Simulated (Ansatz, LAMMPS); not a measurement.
# Structural relaxation of Li+ PF6- in dimethoxyethane and ethylene carbonate, from a frame at 400 K (198 atoms)

Wanted: the relaxed structure of Li+ PF6- in dimethoxyethane and ethylene carbonate, from a frame at 400 K (198 atoms) and its electronic structure.

Program: Ansatz 0.2.0. Level of theory: Kohn-Sham DFT, PBE+D3(BJ), PAW (set soft_2), plane waves. Results are calculated unless marked as measured.

Report form: the programs' logs are mostly left out.

## (1) Set-up

The cell holds 198 atoms: 45 C, 33 O, 88 H, 4 P, 24 F and 4 Li. Its edges and angles: a = 13.146 Å, b = 13.146 Å, c = 13.146 Å, α = 90.0°, β = 90.0°, γ = 90.0°. 6 dimethoxyethane, 7 ethylene carbonate, 4 Li+, 4 PF6- placed at random, at 1.29 g/cm³; overlaps pushed apart, then 10 ps at 550 K with stiff harmonic cages for PF6 and BF4 with UFF radii; Joung-Cheatham ions (J. Phys. Chem. B 112, 9020 (2008)); MMFF94 bonds, angles, torsions, charges and radii (Halgren, J. Comput. Chem. 17, 490 (1996)) in harmonic and 12-6 forms; charges of ions scaled by 0.8. Snapshot after 30 ps at 400 K and fixed volume.

Before any run, some limits are plain. The network of contacts between molecules at the start is that of the classical potential that made the cell. The density was typed from a rule of thumb and may lie off the real one at this temperature. The Brillouin zone is sampled at Γ only, in a cell whose shortest periodic width is 13 Å.

## (2) Making the structure

A classical potential makes the cell, at a small fraction of what the same run would cost in DFT.

This step: classical MD, stiff harmonic cages for PF6 and BF4 with UFF radii; Joung-Cheatham ions (J. Phys. Chem. B 112, 9020 (2008)); MMFF94 bonds, angles, torsions, charges and radii (Halgren, J. Comput. Chem. 17, 490 (1996)) in harmonic and 12-6 forms; charges of ions scaled by 0.8 (LAMMPS 22 Jul 2025 - Update 4).

Contents of in.lmp:

```
# Li+ PF6- in dimethoxyethane and ethylene carbonate
units real
atom_style full
boundary p p p
bond_style harmonic
angle_style harmonic
dihedral_style opls
improper_style harmonic
special_bonds lj 0 0 0.5 coul 0 0 0.75
read_data data.lmp
neigh_modify delay 0 every 1 check yes one 4000
comm_modify cutoff 12.0
timestep 0.5
thermo_style custom step time temp pe press density
thermo_modify norm yes
# push overlapping molecules apart
pair_style soft 2.6
pair_coeff * * 0.0
variable a equal ramp(1,60)
fix ad all adapt 1 pair soft a * * v_a
velocity all create 550 110787 mom yes dist gaussian
fix lim all nve/limit 0.03
fix lan all langevin 550 550 50 110788 zero yes
thermo 1000
run 3000 post no
unfix ad
pair_style lj/cut/coul/long 9.0
pair_modify mix arithmetic tail yes
pair_coeff 1 1 0.0678 3.3680   # C
pair_coeff 2 2 0.0763 3.0430   # O
pair_coeff 3 3 0.0216 2.5400   # H
pair_coeff 4 4 0.0763 2.9870   # O
pair_coeff 5 5 0.0678 3.4070   # C
pair_coeff 6 6 0.3050 3.6946   # P
# [... 20 lines left out ...]
compute msd all msd com yes
thermo 7500
fix md all nvt temp 400 400 100
run 30000 post no
print "== T400: mean square displacement over the hold $(c_msd[4]:%.2f) A^2"
unfix md
uncompute msd
write_dump all custom T400.dump id type xs ys zs modify sort id
```

The run is started by

```console
lmp -in in.lmp -log none -nocite
```

Wall time 30 s (1 thread of Arm Neoverse V2, shared host); peak memory 0.12 GiB.

The input also reads data.lmp (atoms, bonds and types; not printed here).

## (3) Single point at the start

The forces at the start show how far the geometry lies from a minimum of this functional.

Contents of input.yaml:

```yaml
crystal:
  lattice:
    - [13.14569, 0.0, 0.0]
    - [0.0, 13.14569, 0.0]
    - [0.0, 0.0, 13.14569]
  atoms:
    - { symbol: C, position: [0.76783, 0.41764, 0.88865] }
    - { symbol: O, position: [0.87017, 0.42558, 0.92772] }
    - { symbol: C, position: [0.87455, 0.42635, 0.03479] }
    - { symbol: C, position: [0.98179, 0.39943, 0.06363] }
    - { symbol: O, position: [0.0436, 0.47456, 0.02072] }
    - { symbol: C, position: [0.14352, 0.46414, 0.05824] }
    - { symbol: H, position: [0.71676, 0.46872, 0.92869] }
    - { symbol: H, position: [0.74771, 0.33627, 0.89731] }
    - { symbol: H, position: [0.77518, 0.43144, 0.80291] }
    - { symbol: H, position: [0.84874, 0.50149, 0.04884] }
    - { symbol: H, position: [0.82587, 0.36594, 0.07281] }
    - { symbol: H, position: [0.99421, 0.40512, 0.14304] }
    - { symbol: H, position: [0.00527, 0.32954, 0.0307] }
    - { symbol: H, position: [0.1869, 0.53068, 0.02777] }
    - { symbol: H, position: [0.16391, 0.38937, 0.02198] }
    - { symbol: H, position: [0.14372, 0.46754, 0.14506] }
    - { symbol: C, position: [0.56124, 0.00082, 0.7241] }
    - { symbol: O, position: [0.65474, 0.05341, 0.718] }
    - { symbol: C, position: [0.73432, 0.97917, 0.72829] }
    - { symbol: C, position: [0.83374, 0.04226, 0.7292] }
    - { symbol: O, position: [0.82559, 0.12703, 0.65926] }
    - { symbol: C, position: [0.91299, 0.19413, 0.68037] }
    - { symbol: H, position: [0.56222, 0.94737, 0.66445] }
    - { symbol: H, position: [0.49532, 0.05252, 0.71434] }
    - { symbol: H, position: [0.5538, 0.96366, 0.79637] }
    - { symbol: H, position: [0.73502, 0.9341, 0.80143] }
    - { symbol: H, position: [0.73119, 0.92456, 0.66453] }
    - { symbol: H, position: [0.84595, 0.07626, 0.804] }
    - { symbol: H, position: [0.89462, 0.99294, 0.70741] }
    - { symbol: H, position: [0.9018, 0.23474, 0.74964] }
    - { symbol: H, position: [0.90968, 0.25178, 0.62052] }
    - { symbol: H, position: [0.98972, 0.1563, 0.67124] }
    [... 160 atom lines left out ...]
    - { symbol: F, position: [0.23022, 0.84391, 0.66053] }
    - { symbol: F, position: [0.20753, 0.90354, 0.49603] }
    - { symbol: Li, position: [0.46464, 0.84096, 0.09451] }
    - { symbol: Li, position: [0.96599, 0.53822, 0.89657] }
    - { symbol: Li, position: [0.07573, 0.49904, 0.44284] }
    - { symbol: Li, position: [0.69249, 0.1543, 0.60813] }
kpoints:
  mp_grid: { grid: [1, 1, 1] }
hamiltonian:
  xc: pbe
  dispersion: d3bj
scf:
  occupations: { method: fixed }
output:
  forces: true
  stress: true
  populations: true
  dos:
    method: { smearing: { sigma: 0.1 } }
    de: 0.1
    projected: { site_lists: { C: [C], F: [F], H: [H], Li: [Li], O: [O] } }
  eigenvalues: true
```

The run is started by

```console
ansatz run input.yaml --threads 4 --pin off --max-ram 8192MiB --backend cpu --events-out ev --progress --plain --runs-dir out
```

Run time: 49 s. Hardware: 4 threads of Arm Neoverse V2, shared host; peak memory 3.3 GiB; 3.2 min of CPU time.

The run gave:

- free energy: -54665.9838 eV
- free energy per atom: -276.0908 eV/atom
- SCF cycles: 10
- pressure: 2.362 GPa
- r.m.s. force component: 1.078 eV/Å
- longest force: 5.735 eV/Å
- Fermi energy: -0.5023 eV
- gap (highest filled to lowest empty level): 3.944 eV
- spilling of the projection: 0.0127

The r.m.s. force component of 1.1 eV/Å and the pressure of 2.4 GPa set the starting point.

Length of the force by element:

```csv
element,coordination,atoms,mean length of the force (eV/Å),spread,least,most
C,all,45,2.32,1.14,0.395,5.73
F,all,24,1.79,0.959,0.401,3.91
H,all,88,1.09,0.511,0.142,2.57
Li,all,4,0.490,0.180,0.322,0.776
O,all,33,1.94,0.697,0.683,3.68
P,all,4,2.03,1.08,0.286,3.25
```

## (4) Relaxation

The atoms are relaxed in the fixed cell, aiming at the force tolerance of the input.

input.yaml, the sections that differ from step 3:

```yaml
output:
  forces: true
relax:
  f_tol: 0.03
  max_steps: 200
# crystal, kpoints, hamiltonian, scf: as in step 3
```

It took 17 min on 4 threads; peak memory 3 GiB.

Relaxation path (22 of 58):

```
step  energy less that of the first step (eV)  largest force component (eV/Å)
   1                                   0.0000                          5.0293
   4                                 -11.7630                          0.8125
   6                                 -12.3026                          0.3317
   9                                 -12.5801                          0.3557
  12                                 -12.7886                          0.4117
  15                                 -12.9309                          0.3521
  17                                 -13.0222                          0.1583
  20                                 -13.1004                          0.3397
  23                                 -13.1653                          0.1582
  25                                 -13.1916                          0.1401
  28                                 -13.2281                          0.2510
  31                                 -13.2700                          0.1275
  34                                 -13.3045                          0.1314
  36                                 -13.3347                          0.0818
  39                                 -13.3711                          0.2212
  42                                 -13.4143                          0.4058
  44                                 -13.4405                          0.2643
  47                                 -13.4647                          0.0734
  50                                 -13.4764                          0.0721
  53                                 -13.4829                          0.0547
  55                                 -13.4864                          0.0517
  58                                 -13.4890                          0.0257
```

The atoms that moved most (Å):

| atom | dx | dy | dz | length |
| --- | --- | --- | --- | --- |
| H156 | 1.632 | -0.002 | -3.029 | 3.441 |
| H154 | 2.830 | -0.790 | -1.041 | 3.117 |
| H124 | -0.582 | 1.112 | 2.748 | 3.022 |
| H155 | -0.050 | 0.241 | -2.808 | 2.819 |
| H126 | 1.636 | 0.262 | 1.960 | 2.566 |
| H8 | -1.015 | 2.299 | 0.278 | 2.529 |
| H29 | -0.908 | 1.540 | 1.787 | 2.528 |
| H163 | -2.082 | -1.317 | -0.237 | 2.475 |

The relaxation changed the energy by -68.1 meV/atom, and atoms moved by 1.4 Å r.m.s., 3.4 Å at most.

## (5) Structure statistics after relaxation

Density 1.29 g/cm³, 11.47 Å³ an atom.

g(r), total and by pair (bins of 0.2 Å):

| r (Å) | total | H-H | H-C | H-O | H-F | H-Li | H-P |
| --- | --- | --- | --- | --- | --- | --- | --- |
| 1.00 | 1.96 | 0.00 | 9.70 | 0.00 | 0.00 | 0.00 | 0.00 |
| 1.20 | 1.64 | 0.00 | 7.05 | 0.00 | 0.00 | 0.00 | 0.00 |
| 1.40 | 1.20 | 0.00 | 0.00 | 0.00 | 0.00 | 0.00 | 0.00 |
| 1.60 | 0.67 | 0.00 | 0.00 | 0.00 | 0.00 | 0.00 | 0.00 |
| 1.80 | 0.90 | 4.53 | 0.00 | 0.00 | 0.00 | 0.00 | 0.00 |
| 2.00 | 1.08 | 0.00 | 0.00 | 6.20 | 0.00 | 0.00 | 0.00 |
| 2.20 | 0.96 | 0.18 | 2.48 | 0.21 | 0.09 | 0.00 | 0.00 |
| 2.40 | 1.22 | 2.06 | 0.04 | 0.16 | 0.65 | 0.00 | 0.00 |
| 2.60 | 0.86 | 1.06 | 1.35 | 1.22 | 1.67 | 0.00 | 0.00 |
| 2.80 | 0.62 | 0.58 | 0.54 | 0.88 | 1.82 | 0.31 | 0.00 |
| 3.00 | 0.82 | 1.40 | 0.76 | 0.99 | 0.48 | 1.98 | 0.00 |
| 3.20 | 0.91 | 0.68 | 1.21 | 1.03 | 0.99 | 3.25 | 0.48 |
| 3.40 | 0.91 | 0.56 | 0.90 | 0.74 | 0.89 | 2.90 | 2.17 |
| 3.60 | 0.85 | 0.99 | 0.60 | 0.60 | 0.76 | 0.81 | 2.37 |
| 3.80 | 0.92 | 0.94 | 0.87 | 0.74 | 0.92 | 2.33 | 1.77 |
| 4.00 | 1.05 | 0.86 | 1.27 | 1.23 | 1.15 | 2.09 | 1.59 |
| 4.20 | 1.01 | 1.04 | 0.62 | 1.39 | 1.31 | 0.74 | 1.16 |
| 4.40 | 0.96 | 0.79 | 0.96 | 1.16 | 1.08 | 0.00 | 1.07 |
| 4.60 | 1.16 | 1.18 | 1.00 | 1.19 | 1.80 | 0.61 | 1.46 |
| 4.80 | 1.09 | 0.97 | 1.27 | 1.00 | 1.35 | 1.11 | 1.34 |
| 5.00 | 1.01 | 0.88 | 1.13 | 1.14 | 1.12 | 0.30 | 0.92 |
| 5.20 | 1.00 | 1.01 | 0.94 | 0.88 | 0.86 | 1.33 | 1.33 |
| 5.40 | 1.06 | 1.01 | 0.93 | 1.01 | 0.86 | 1.05 | 1.25 |
| 5.60 | 1.02 | 1.05 | 0.92 | 0.84 | 1.13 | 0.98 | 1.14 |
| 5.80 | 1.11 | 1.09 | 1.02 | 1.20 | 0.96 | 1.52 | 1.15 |
| 6.00 | 1.00 | 1.02 | 1.12 | 0.96 | 1.04 | 1.01 | 0.78 |
| 6.20 | 1.00 | 1.02 | 1.02 | 0.97 | 1.02 | 0.80 | 1.15 |
| 6.40 | 0.94 | 0.83 | 1.08 | 0.82 | 0.92 | 1.32 | 0.62 |

(Part 1 of 2 ends here.)

[Logs are printed without paths, hosts, clocks, repeated set-up lines and the standing remarks that a program may print on its own settings, such as how far it seeks lower states.]

[Hosts, paths, dates, database ids (printed as entryN), source tags and the programs' standing remarks are cut or masked in the printed files.]

[The MMFF94 radii named for the starting cell were scaled by 0.96; in molecules described by MMFF94, hydrogen bound to N, O or S took a small fixed 12-6 site in their place.]
